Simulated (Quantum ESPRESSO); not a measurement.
# BP (F-43m): a worked LO-TO splitting

Aim: work out the LO frequency and the static dielectric constant of BP (F-43m) from one linear-response run, then check them.

Calculated with Quantum ESPRESSO 7.5; DFT LDA, scalar-relativistic, plane waves, GBRV ultrasoft pseudopotentials.

### Step 1. The relaxed structure

Symmetry: F-43m, No. 216, cubic system. The conventional cell has a = 4.493 Å, b = 4.493 Å, c = 4.493 Å, α = 90.00°, β = 90.00°, γ = 90.00°. B has 4 P at 1.95 Å nearest. Nearest to P lie 4 B at 1.95 Å. Farther neighbours are not listed.

As a file:

```xyz
2
Lattice="-2.2464 0.0000 2.2464 0.0000 2.2464 2.2464 -2.2464 2.2464 0.0000" Properties=species:S:1:pos:R:3 pbc="T T T"
B     0.0000    0.0000    0.0000
P    -1.1232    1.1232    1.1232
```

This is the cell after its relaxation at this level of theory, not the database cell from which that began.

### Step 2. What the response run gave

A linear-response run on the relaxed cell, with the response to an electric field; only its zone-centre results are used. Cutoff 50 Ry, k mesh 12×12×12.

Output:

```text
[banners, grids, parts of the stress and lines that vanish by symmetry left out]
Program PHONON v.7.5
     Reading xml data from directory:

[...]
Exchange-correlation= PZ
                           (   1   1   0   0   0   0   0)
[...]
kinetic-energy cut-off    =      50.0000  Ry
     charge density cut-off    =     400.0000  Ry
     convergence threshold     =      1.0E-18
[...]
Exchange-correlation= PZ
                           (   1   1   0   0   0   0   0)
[...]
q = (   0.0000000   0.0000000   0.0000000 )
     25 Sym.Ops. (with q -> -q+G )
     G cutoff =  730.3675  (  20539 G-vectors)     FFT grid: ( 40, 40, 40)
     G cutoff =  365.1838  (   7391 G-vectors)  smooth grid: ( 27, 27, 27)
     number of k points=    72
[...]
Mode symmetry, T_d (-43m)  point group:
[...]
Dielectric constant
[...]
End of electric fields calculation
          Dielectric constant in cartesian axis
          (       9.213983815      -0.000000000       0.000000000 )
          (      -0.000000000       9.213983815      -0.000000000 )
          (       0.000000000      -0.000000000       9.213983815 )
          Effective charges (d Force / dE) in cartesian axis without acoustic sum rule applied (asr)
           atom    1  B     Mean Z*:       -0.63025
      Ex  (       -0.63025        0.00000       -0.00000 )
      Ey  (        0.00000       -0.63025       -0.00000 )
      Ez  (        0.00000        0.00000       -0.63025 )
           atom    2  P     Mean Z*:        0.62618
      Ex  (        0.62618       -0.00000       -0.00000 )
      Ey  (       -0.00000        0.62618        0.00000 )
      Ez  (       -0.00000        0.00000        0.62618 )
          Effective charges Sum: Mean:       -0.00408
[...]
Effective charges (d Force / dE) in cartesian axis with asr applied:
           atom    1  B     Mean Z*:       -0.62821
[...]
atom    2  P     Mean Z*:        0.62821
[...]
Representation #   1 modes #   1   2   3
[...]
End of self-consistent calculation
     Convergence has been achieved
     Representation #   2 modes #   4   5   6
[...]
End of self-consistent calculation
     Convergence has been achieved
[...]
Dielectric constant in cartesian axis
          (       9.213983815      -0.000000000       0.000000000 )
          (      -0.000000000       9.213983815      -0.000000000 )
          (       0.000000000      -0.000000000       9.213983815 )
          Effective charges (d Force / dE) in cartesian axis without acoustic sum rule applied (asr)
           atom    1  B     Mean Z*:       -0.63025
      Ex  (       -0.63025        0.00000       -0.00000 )
      Ey  (        0.00000       -0.63025       -0.00000 )
      Ez  (        0.00000        0.00000       -0.63025 )
           atom    2  P     Mean Z*:        0.62618
      Ex  (        0.62618       -0.00000       -0.00000 )
      Ey  (       -0.00000        0.62618        0.00000 )
      Ez  (       -0.00000        0.00000        0.62618 )
          Effective charges Sum: Mean:       -0.00408
[...]
Effective charges (d Force / dE) in cartesian axis with asr applied:
           atom    1  B     Mean Z*:       -0.62821
[...]
atom    2  P     Mean Z*:        0.62821
[...]
q = (    0.000000000   0.000000000   0.000000000 )
[...]
freq (    1) =      -0.210983 [THz] =      -7.037640 [cm-1]
     freq (    2) =      -0.210983 [THz] =      -7.037640 [cm-1]
     freq (    3) =      -0.210983 [THz] =      -7.037640 [cm-1]
     freq (    4) =      24.601761 [THz] =     820.626421 [cm-1]
     freq (    5) =      24.601761 [THz] =     820.626421 [cm-1]
     freq (    6) =      24.601761 [THz] =     820.626421 [cm-1]
[...]
Mode symmetry, T_d (-43m)  point group:
     freq (   1-   3) =         -7.0  [cm-1]   --> T_2  G_15 P_4   I+R
     freq (   4-   6) =        820.6  [cm-1]   --> T_2  G_15 P_4   I+R

   JOB DONE.
```

```
                       quantity   value
             cell volume Ω (Å³)  22.673
                  mass of B (u)  10.810
                  mass of P (u)  30.974
      Born charge of B, raw (e)  -0.630
      Born charge of P, raw (e)   0.626
                             ε∞   9.214
ω(TO) after the sum rule (cm⁻¹)   820.7
```

### Step 3. The calculation

The charges must sum to zero over the cell; taking off their mean, -0.002 e, leaves Z* = -0.628 e on B. In the polar mode B moves against P, so the reduced mass is μ = 10.81 × 30.97 / 41.78 = 8.013 u.

A longitudinal wave builds up a field that adds to the restoring force: ω(LO)² = ω(TO)² + 4π Z*² / (μ Ω ε∞), in Hartree atomic units. With μ = 14607 electron masses and Ω = 153.00 bohr³ the second term is 2.4082e-07 Ha², or 11600 cm⁻² (1 Ha = 219474.6 cm⁻¹).

So ω(LO) = √(673516 + 11600) = 827.7 cm⁻¹, and by the Lyddane-Sachs-Teller relation ε₀ = ε∞ (ω(LO)/ω(TO))² = 9.37.

### Step 4. Check against the program

The analysis program adds the same non-analytic term to the full matrix, here for q along (1 0 0).

Output:

```text
[banner, memory and clock lines left out]
Program DYNMAT v.7.5

     Reading Dynamical Matrix from file g.dyn
     ...Force constants read
     ...epsilon and Z* read

     Polarizability (A^3 units)
     multiply by 0.267523 for Clausius-Mossotti correction
        14.820033   -0.000000    0.000000
        -0.000000   14.820033   -0.000000
         0.000000   -0.000000   14.820033

     IR activities are in (D/A)^2/amu units

# mode   [cm-1]    [THz]      IR
    1     -0.00   -0.0000    0.0000
    2      0.00    0.0000    0.0000
    3      0.00    0.0000    0.0000
    4    820.68   24.6034    1.1362
    5    820.68   24.6034    1.1362
    6    827.72   24.8144    1.1362
```

ε₀ comes from the program's run without a direction of q.

```
    quantity  by hand  program
ω(LO) (cm⁻¹)    827.7    827.7
          ε₀     9.37     9.37
```

### Step 5. What came out

```
TO mode                    : 820.7 cm⁻¹
LO mode                    : 827.7 cm⁻¹
static dielectric constant : 9.373
```

What this shows: The LO mode of BP (F-43m) lies at 828 cm⁻¹, 7 cm⁻¹ above the TO mode; the formula meets the program within 0.1 cm⁻¹, as it must for a cubic crystal with one polar mode. ω(LO)² − ω(TO)² goes with Z*²/ε∞: an error of 5 % in ε∞ would move the LO mode by 0.3 cm⁻¹, and semilocal functionals tend to overestimate ε∞. These are harmonic values at zero temperature, at the volume of this functional, for the structure held cubic; stability elsewhere in the zone is no part of this calculation.

[Host names and launcher messages were left out of these logs when they were recorded.]

[Logs are printed without paths, hosts, clocks, repeated set-up lines and the standing remarks that a program may print on its own settings, such as how far it seeks lower states.]

[Hosts, paths, dates, database ids (printed as entryN), source tags and the programs' standing remarks are cut or masked in the printed files.]
